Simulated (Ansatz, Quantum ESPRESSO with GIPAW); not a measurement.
# Shieldings and field gradients in Al2O3 (Corundum)

The task is to compute the NMR parameters of Al2O3 (Corundum) site by site.

Solid-state NMR of this phase has given these values. 27Al quadrupolar coupling 2.38 MHz and 27Al asymmetry η_Q 0, in “\it Ab initio 27Al NMR chemical shifts and quadrupolar parameters for Al2O3 phases and their precursors” (2011; arXiv:1110.0231), quoting earlier work. 27Al quadrupolar coupling 2.4 MHz, in “NMR spectroscopy of electroceramics – Applications to lead-free perovskite oxides” (Groszewicz, Open Ceramics 5, 100083, 2021), quoting earlier work. 17O quadrupolar coupling 2.17 MHz, in “Synthesis and multinuclear magnetic resonance studies of some nitrogen-containing ceramic phases” (Leach, Durham University PhD thesis, 1990), quoting earlier work. Signs of C_Q are not measured.

Calculated with Quantum ESPRESSO with GIPAW 8.0dev (patched build); DFT, PBE, plane-wave PAW (pslibrary 1.0.0 recipes), scalar-relativistic, GIPAW; a patched development version of the program.

### Step 1. Set-up

The structure is trigonal, space group R-3c (No. 167). Conventional cell: a = 4.760 Å, b = 4.760 Å, c = 12.996 Å, α = 90.00°, β = 90.00°, γ = 120.00°. Nearest to Al lie 6 O at 1.85 to 1.97 Å. O has 4 Al at 1.85 to 1.97 Å nearest. Farther neighbours and most contacts between anions are not listed.

The cell is an entry of the Crystallography Open Database.

### Step 2. The SCF step

The shielding is a linear response of the occupied states, which this run provides. It is converged far beyond what an energy needs, since the response uses the wavefunctions themselves. No empty states are asked for: the response is solved without them. The mesh has a spacing of 0.40 Å⁻¹ at most. The PAW files were made with ld1.x from the pslibrary 1.0.0 recipes, with GIPAW reconstruction switched on.

Contents of scf.in:

```
&control
  calculation = 'scf'
  prefix = 'x'
  outdir = './tmp/'
  pseudo_dir = './'
/
&system
  ibrav = 0
  nat = 10
  ntyp = 2
  ecutwfc = 55
  ecutrho = 330
  nbnd = 24
/
&electrons
  conv_thr = 1.0d-10
  mixing_beta = 0.7
  electron_maxstep = 100
/
ATOMIC_SPECIES
  Al 26.982 Al.pbe-n-kjpaw_psl.1.0.0-gipaw.UPF
  O 15.999 O.pbe-n-kjpaw_psl.1.0.0-gipaw.UPF
CELL_PARAMETERS angstrom
  2.38025000 1.37423798 4.33186667
  -2.38025000 1.37423798 4.33186667
  0.00000000 -2.74847596 4.33186667
ATOMIC_POSITIONS crystal
  Al 0.85216000 0.85216000 0.85216000
  Al 0.64784000 0.64784000 0.64784000
  Al 0.14784000 0.14784000 0.14784000
  Al 0.35216000 0.35216000 0.35216000
  O 0.05668000 0.75000000 0.44332000
  O 0.75000000 0.44332000 0.05668000
  O 0.44332000 0.05668000 0.75000000
  O 0.94332000 0.25000000 0.55668000
  O 0.25000000 0.55668000 0.94332000
  O 0.55668000 0.94332000 0.25000000
K_POINTS automatic
  4 4 4 0 0 0
```

The run is started by

```console
mpirun -np 4 pw.x -nk 4 -in scf.in > scf.out
```

What it wrote:

```text
using ibrav=0 with symmetry is DISCOURAGED, use correct ibrav instead

     bravais-lattice index     =            0
     lattice parameter (alat)  =       9.6947  a.u.
     unit-cell volume          =     573.7299 (a.u.)^3
     number of atoms/cell      =           10
     number of atomic types    =            2
     number of electrons       =        48.00
     number of Kohn-Sham states=           24
     kinetic-energy cutoff     =      55.0000  Ry
     charge density cutoff     =     330.0000  Ry
     scf convergence threshold =      1.0E-10
     mixing beta               =       0.7000
     number of iterations used =            8  plain     mixing
     Exchange-correlation= SLA-PW-PBX-PBC
                           (   1   4   3   4   0   0   0)
[...]
Al                3.00    26.98200     Al( 1.00)
     O                 6.00    15.99900     O ( 1.00)

     12 Sym. Ops., with inversion, found ( 6 have fractional translation)
[...]
number of k points=    13
[...]
Dense  grid:    57929 G-vectors     FFT dimensions: (  60,  60,  60)

     Smooth grid:    31635 G-vectors     FFT dimensions: (  48,  48,  48)

     Check: negative core charge=   -0.000001

     Initial potential from superposition of free atoms

     starting charge      47.9908, renormalised to      48.0000
     Starting wfcs are   40 randomized atomic wfcs

     Self-consistent Calculation

     iteration #  1     ecut=    55.00 Ry     beta= 0.70
     Davidson diagonalization with overlap
     ethr =  1.00E-02,  avg # of iterations =  1.1

     total energy              =    -407.72049243 Ry
     estimated scf accuracy    <       2.51411292 Ry

     iteration #  2     ecut=    55.00 Ry     beta= 0.70
     Davidson diagonalization with overlap
     ethr =  5.24E-03,  avg # of iterations =  4.3

     total energy              =    -409.22842298 Ry
     estimated scf accuracy    <       0.41673098 Ry

     iteration #  3     ecut=    55.00 Ry     beta= 0.70
     Davidson diagonalization with overlap
     ethr =  8.68E-04,  avg # of iterations =  4.7

     total energy              =    -409.17416006 Ry
     estimated scf accuracy    <       0.30699701 Ry

[...]
total energy              =    -409.32497405 Ry
[...]
iteration # 27     ecut=    55.00 Ry     beta= 0.70
     Davidson diagonalization with overlap
     ethr =  3.08E-11,  avg # of iterations =  2.5

     total energy              =    -409.32497405 Ry
     estimated scf accuracy    <          7.3E-09 Ry

     iteration # 28     ecut=    55.00 Ry     beta= 0.70
     Davidson diagonalization with overlap
     ethr =  1.51E-11,  avg # of iterations =  4.7

     End of self-consistent calculation
     [one-electron energies left out]

!    total energy              =    -409.32497405 Ry
     total all-electron energy =     -2846.977403 Ry
     estimated scf accuracy    <          8.0E-11 Ry

     The total energy is the sum of the following terms:
     one-electron contribution =     -34.36284323 Ry
     hartree contribution      =      54.14246831 Ry
     xc contribution           =     -56.74233636 Ry
     ewald contribution        =    -176.22994619 Ry
     one-center paw contrib.   =    -196.13231659 Ry

     convergence has been achieved in  28 iterations
[...]
JOB DONE.
```

The job ended after 2.1 min (4 MPI ranks of Arm Neoverse N1, shared host; peak memory 0.63 GiB; 8.3 min of CPU time).

It converged in 28 cycles to an estimated accuracy of 8e-11 Ry, on 13 irreducible k-points.

### Step 3. Magnetic response

A uniform field breaks periodicity, so gipaw.x applies it as a wave of small q and takes the limit. It solves for the first-order states, builds the induced current and gets the field at each nucleus by Biot–Savart; the PAW spheres add what the smooth waves miss near the nuclei. pawproj makes the reconstruction use the PAW data sets' own projectors.

Contents of nmr.in:

```
&inputgipaw
  job = 'nmr'
  prefix = 'x'
  tmp_dir = './tmp/'
  restart_mode = 'from_scratch'
  verbosity = 'low'
  q_gipaw = 0.01
  spline_ps = .true.
  conv_threshold = 1.0d-11
  use_nmr_macroscopic_shape = .false.
  pawproj(1) = .true.
  pawproj(2) = .true.
/
```

The run is started by

```console
mpirun -np 4 gipaw.x -in nmr.in > nmr.out
```

What it wrote:

```text
[banner, memory and clock lines left out]
[a note of our patched build left out]

     Parallelizing q-star over 1 images

     IMPORTANT: XC functional enforced from input :
     Exchange-correlation= PBE
                           (   1   4   3   4   0   0   0)
     Any further DFT definition will be discarded
     Please, verify this is what you really want

     Check: negative core charge=   -0.000001
[...]
WARNING: some symmetry operations do not permute x, y and z, so the susceptibility and the shape term are
     wrong: all shieldings move alike (in wurtzite BN nosym gave 13 and 6 ppm more at 3 and 6 points an axis).
     Run pw.x with nosym, and raise the mesh until the susceptibility stays

     alpha_pv=     38.5074 eV

     spline_ps is .false., expect some extrapolation errors

     q-space interpolation up to    66.00 Rydberg

     GIPAW job: nmr
     NMR macroscopic correction: no
[...]
Computing the magnetic susceptibility     isolve=0    ethr=  0.1000E-10
     Starting from scratch
     k-point #    1 of    13      pool #  1    cpu time:       2.1
[...]
End of magnetic susceptibility calculation

     f-sum rule (1st term):
           -45.0839         -0.0000          0.0000
             0.0000        -45.0839         -0.0000
             0.0000         -0.0000        -45.0766

     f-sum rule (2nd term):
            -0.9936          0.0000         -0.0000
             0.0000         -0.9936          0.0000
            -0.0000         -0.0000         -0.9991

     f-sum rule (should be   -46.0706):
           -46.0776         -0.0000          0.0000
             0.0000        -46.0776         -0.0000
             0.0000         -0.0000        -46.0757

[... susceptibilities left out ...]
     Contributions to the NMR chemical shifts: -------------------------------

     Macroscopic shape contribution in ppm:                    0.00
             0.0000          0.0000          0.0000
             0.0000          0.0000          0.0000
             0.0000          0.0000          0.0000

     Core contribution in ppm:

     Atom  1  Al  pos: ( -0.000000  0.000000  2.158645)  core sigma:         766.76
     Atom  2  Al  pos: (  0.000000 -0.000000  1.641073)  core sigma:         766.76
     Atom  3  Al  pos: ( -0.000000 -0.000000  0.374500)  core sigma:         766.76
     Atom  4  Al  pos: (  0.000000  0.000000  0.892072)  core sigma:         766.76
     Atom  5  O   pos: ( -0.321677 -0.021419  1.055477)  core sigma:         271.07
     Atom  6  O   pos: (  0.142289  0.289290  1.055477)  core sigma:         271.07
     Atom  7  O   pos: (  0.179388 -0.267871  1.055477)  core sigma:         271.07
     Atom  8  O   pos: (  0.321677  0.021419  1.477668)  core sigma:         271.07
     Atom  9  O   pos: ( -0.142289 -0.289290  1.477668)  core sigma:         271.07
     Atom 10  O   pos: ( -0.179388  0.267871  1.477668)  core sigma:         271.07

     Bare contribution in ppm:

     Atom  1  Al  pos: ( -0.000000  0.000000  2.158645)  bare sigma:         -20.22
[...]
Atom  2  Al  pos: (  0.000000 -0.000000  1.641073)  bare sigma:         -20.22
[...]
Atom  3  Al  pos: ( -0.000000 -0.000000  0.374500)  bare sigma:         -20.22
[...]
Atom  4  Al  pos: (  0.000000  0.000000  0.892072)  bare sigma:         -20.22
[...]
Atom  5  O   pos: ( -0.321677 -0.021419  1.055477)  bare sigma:          45.31
[...]
Atom  6  O   pos: (  0.142289  0.289290  1.055477)  bare sigma:          45.31
[...]
Atom  7  O   pos: (  0.179388 -0.267871  1.055477)  bare sigma:          45.31
[...]
Atom  8  O   pos: (  0.321677  0.021419  1.477668)  bare sigma:          45.31
[...]
Atom  9  O   pos: ( -0.142289 -0.289290  1.477668)  bare sigma:          45.31
[...]
Atom 10  O   pos: ( -0.179388  0.267871  1.477668)  bare sigma:          45.31
[...]
Diamagnetic contribution in ppm:

     Atom  1  Al  pos: ( -0.000000  0.000000  2.158645)  dia sigma:           2.24
[...]
Atom  2  Al  pos: (  0.000000 -0.000000  1.641073)  dia sigma:           2.24
[...]
Atom  3  Al  pos: ( -0.000000 -0.000000  0.374500)  dia sigma:           2.24
[...]
Atom  4  Al  pos: (  0.000000  0.000000  0.892072)  dia sigma:           2.24
[...]
Atom  5  O   pos: ( -0.321677 -0.021419  1.055477)  dia sigma:          18.06
[...]
Atom  6  O   pos: (  0.142289  0.289290  1.055477)  dia sigma:          18.06
[...]
Atom  7  O   pos: (  0.179388 -0.267871  1.055477)  dia sigma:          18.06
[...]
Atom  8  O   pos: (  0.321677  0.021419  1.477668)  dia sigma:          18.06
[...]
Atom  9  O   pos: ( -0.142289 -0.289290  1.477668)  dia sigma:          18.06
[...]
Atom 10  O   pos: ( -0.179388  0.267871  1.477668)  dia sigma:          18.06
[...]
Paramagnetic contribution in ppm:

     Atom  1  Al  pos: ( -0.000000  0.000000  2.158645)  para sigma:        -214.37
[...]
Atom  2  Al  pos: (  0.000000 -0.000000  1.641073)  para sigma:        -214.37
[...]
Atom  3  Al  pos: ( -0.000000 -0.000000  0.374500)  para sigma:        -214.37
[...]
Atom  4  Al  pos: (  0.000000  0.000000  0.892072)  para sigma:        -214.37
[...]
Atom  5  O   pos: ( -0.321677 -0.021419  1.055477)  para sigma:          37.53
[...]
Atom  6  O   pos: (  0.142289  0.289290  1.055477)  para sigma:          37.53
[...]
Atom  7  O   pos: (  0.179388 -0.267871  1.055477)  para sigma:          37.53
[...]
Atom  8  O   pos: (  0.321677  0.021419  1.477668)  para sigma:          37.53
[...]
Atom  9  O   pos: ( -0.142289 -0.289290  1.477668)  para sigma:          37.53
[...]
Atom 10  O   pos: ( -0.179388  0.267871  1.477668)  para sigma:          37.53
[...]
Paramagnetic US occ-occ contribution in ppm:

     Atom  1  Al  pos: ( -0.000000  0.000000  2.158645)  para_oo sigma:          -0.86
[...]
Atom  2  Al  pos: (  0.000000 -0.000000  1.641073)  para_oo sigma:          -0.86
[...]
Atom  3  Al  pos: ( -0.000000 -0.000000  0.374500)  para_oo sigma:          -0.86
[...]
Atom  4  Al  pos: (  0.000000  0.000000  0.892072)  para_oo sigma:          -0.86
[...]
Atom  5  O   pos: ( -0.321677 -0.021419  1.055477)  para_oo sigma:          -0.71
[...]
Atom  6  O   pos: (  0.142289  0.289290  1.055477)  para_oo sigma:          -0.71
[...]
Atom  7  O   pos: (  0.179388 -0.267871  1.055477)  para_oo sigma:          -0.71
[...]
Atom  8  O   pos: (  0.321677  0.021419  1.477668)  para_oo sigma:          -0.71
[...]
Atom  9  O   pos: ( -0.142289 -0.289290  1.477668)  para_oo sigma:          -0.71
[...]
Atom 10  O   pos: ( -0.179388  0.267871  1.477668)  para_oo sigma:          -0.71
[...]
Paramagnetic US L_R Q_R contribution in ppm:

     Atom  1  Al  pos: ( -0.000000  0.000000  2.158645)  para_lq sigma:          -0.43
[...]
Atom  2  Al  pos: (  0.000000 -0.000000  1.641073)  para_lq sigma:          -0.43
[...]
Atom  3  Al  pos: ( -0.000000 -0.000000  0.374500)  para_lq sigma:          -0.43
[...]
Atom  4  Al  pos: (  0.000000  0.000000  0.892072)  para_lq sigma:          -0.43
[...]
Atom  5  O   pos: ( -0.321677 -0.021419  1.055477)  para_lq sigma:        -202.95
[...]
Atom  6  O   pos: (  0.142289  0.289290  1.055477)  para_lq sigma:        -202.95
[...]
Atom  7  O   pos: (  0.179388 -0.267871  1.055477)  para_lq sigma:        -202.95
[...]
Atom  8  O   pos: (  0.321677  0.021419  1.477668)  para_lq sigma:        -202.95
[...]
Atom  9  O   pos: ( -0.142289 -0.289290  1.477668)  para_lq sigma:        -202.95
[...]
Atom 10  O   pos: ( -0.179388  0.267871  1.477668)  para_lq sigma:        -202.95
[...]
Total NMR chemical shifts in ppm: ---------------------------------------
     (adopting the Simpson convention for anisotropy and asymmetry)-----------

     Atom  1  Al  pos: ( -0.000000  0.000000  2.158645)  Total sigma:         533.12
           537.1259          2.0649          0.0000
            -2.0649        537.1259         -0.0000
             0.0000         -0.0000        525.1018

     Al      1    anisotropy:    -12.02    eta:    0.0000
[...]
Atom  2  Al  pos: (  0.000000 -0.000000  1.641073)  Total sigma:         533.12
[... its tensor is left out ...]
     Atom  3  Al  pos: ( -0.000000 -0.000000  0.374500)  Total sigma:         533.12
[... its tensor is left out ...]
     Atom  4  Al  pos: (  0.000000  0.000000  0.892072)  Total sigma:         533.12
[... its tensor is left out ...]
     Atom  5  O   pos: ( -0.321677 -0.021419  1.055477)  Total sigma:         168.31
           166.7897          2.7762         -2.3316
             2.7762        169.9953          1.3461
            -1.1659          0.6732        168.1445

     O       5    anisotropy:     -6.22    eta:    0.5859
[...]
Atom  6  O   pos: (  0.142289  0.289290  1.055477)  Total sigma:         168.31
[... its tensor is left out ...]
     Atom  7  O   pos: (  0.179388 -0.267871  1.055477)  Total sigma:         168.31
[... its tensor is left out ...]
     Atom  8  O   pos: (  0.321677  0.021419  1.477668)  Total sigma:         168.31
[... its tensor is left out ...]
     Atom  9  O   pos: ( -0.142289 -0.289290  1.477668)  Total sigma:         168.31
[... its tensor is left out ...]
     Atom 10  O   pos: ( -0.179388  0.267871  1.477668)  Total sigma:         168.31
[... its tensor is left out ...]
```

Run time: 7.1 min. Hardware: 4 MPI ranks; peak memory 0.37 GiB; 28 min of CPU time.

The f-sum rule is met to 0.0070 of 46.1 (0.02 %). Converged shieldings require that this miss be small, but a small miss does not prove them. gipaw.x warns that with these symmetry operations the susceptibility and the shape term are unreliable; the other terms are not touched.

From the symmetric part of each tensor, with principal values σ11 ≤ σ22 ≤ σ33: σ_iso is their mean, the span is σ33 − σ11 and the skew 3(σ_iso − σ22)/span. (gipaw.x prints an anisotropy in another convention.)

```tsv
site	atom no.	atoms in cell	σ_iso (ppm)	span (ppm)	skew
Al	1	4	533.1	12.0	-1.00
O	5	6	168.3	7.4	-0.35
```

The macroscopic shape term is switched off. For a spherical sample the valence susceptibility of this run would add about 10 ppm to every site, a rough estimate, since the susceptibility converges slowly and lacks part of the PAW terms, above all in hexagonal and trigonal cells. Differences within the crystal don't depend on it, but shieldings of different compounds can't be compared to better than a few ppm without it.

An axis of order three or more runs through Al, so two principal values coincide and the skew is ±1. In this run the largest span is that of Al (site symmetry 3), with principal values 525.1, 537.1 and 537.1 ppm.

How the isotropic values are made up (ppm). The core part is that of the free atom's core; bare is the current of the smooth valence states; the last two are what the PAW spheres add to the diamagnetic and the paramagnetic current:

```tsv
site	core	bare	reconstruction, dia	reconstruction, para
Al	766.8	-20.2	2.2	-215.7
O	271.1	45.3	18.1	-166.1
```

(Part 1 of 2 ends here.)

[Banner, clock, file and message-heading lines were taken out of the pw.x and gipaw.x logs.]

[Logs are printed without paths, hosts, clocks, repeated set-up lines and the standing remarks that a program may print on its own settings, such as how far it seeks lower states.]

[Hosts, paths, dates, database ids (printed as entryN), source tags and the programs' standing remarks are cut or masked in the printed files.]

[Where no reference line passes its bar on scatter, no shift is given, so a measured shift of this compound may stand uncompared.]
